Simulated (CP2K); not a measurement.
Consider methylthioacetylene at its PBE geometry (Å).

```xyz
8

C     1.9667    0.4031    1.1233
C     1.2443   -0.1614    0.3186
S     0.3200   -0.9884   -0.8119
C    -1.2893   -0.1488   -0.6303
H     2.5926    0.8953    1.8374
H    -1.1954    0.9151   -0.8737
H    -1.9613   -0.6348   -1.3490
H    -1.6777   -0.2800    0.3855
```

Method: CP2K XAS_TDP, all-electron GAPW, PBEh(45%), aug-cc-pVDZ, TDA, ZORA, spin–orbit coupling.

Q: Where do the S L₂,₃-edge lines lie, and how strong are they?

Leading lines: S3 165.40 eV. The leading line of an atom is its first one with 35 % of the strongest within 2.5 eV of its lowest line over the strength cut. 

The first six lines of each atom with a strength over 0.0003:

```csv
atom,energy (eV),states,"strength, one atom"
S3 (bonded to 2 C),164.12,1,0.0019
,164.35,1,0.0014
,165.17,2,0.0005
,165.22,1,0.0015
,165.26,1,0.0021
,165.40,2,0.0096
```

Lines are vertical, at one geometry, with no vibrational structure. Without a correction of the core level, line positions, and the gaps between valence and Rydberg lines, follow the share of exact exchange. Rydberg lines, and the discretised continuum above threshold, depend on the basis and the box.

[Banner, clock and machine lines of the logs are left out without a mark of their own.]

[Logs are printed without paths, hosts, clocks, repeated set-up lines and the standing remarks that a program may print on its own settings, such as how far it seeks lower states.]

[Hosts, paths, dates, database ids (printed as entryN), source tags and the programs' standing remarks are cut or masked in the printed files.]
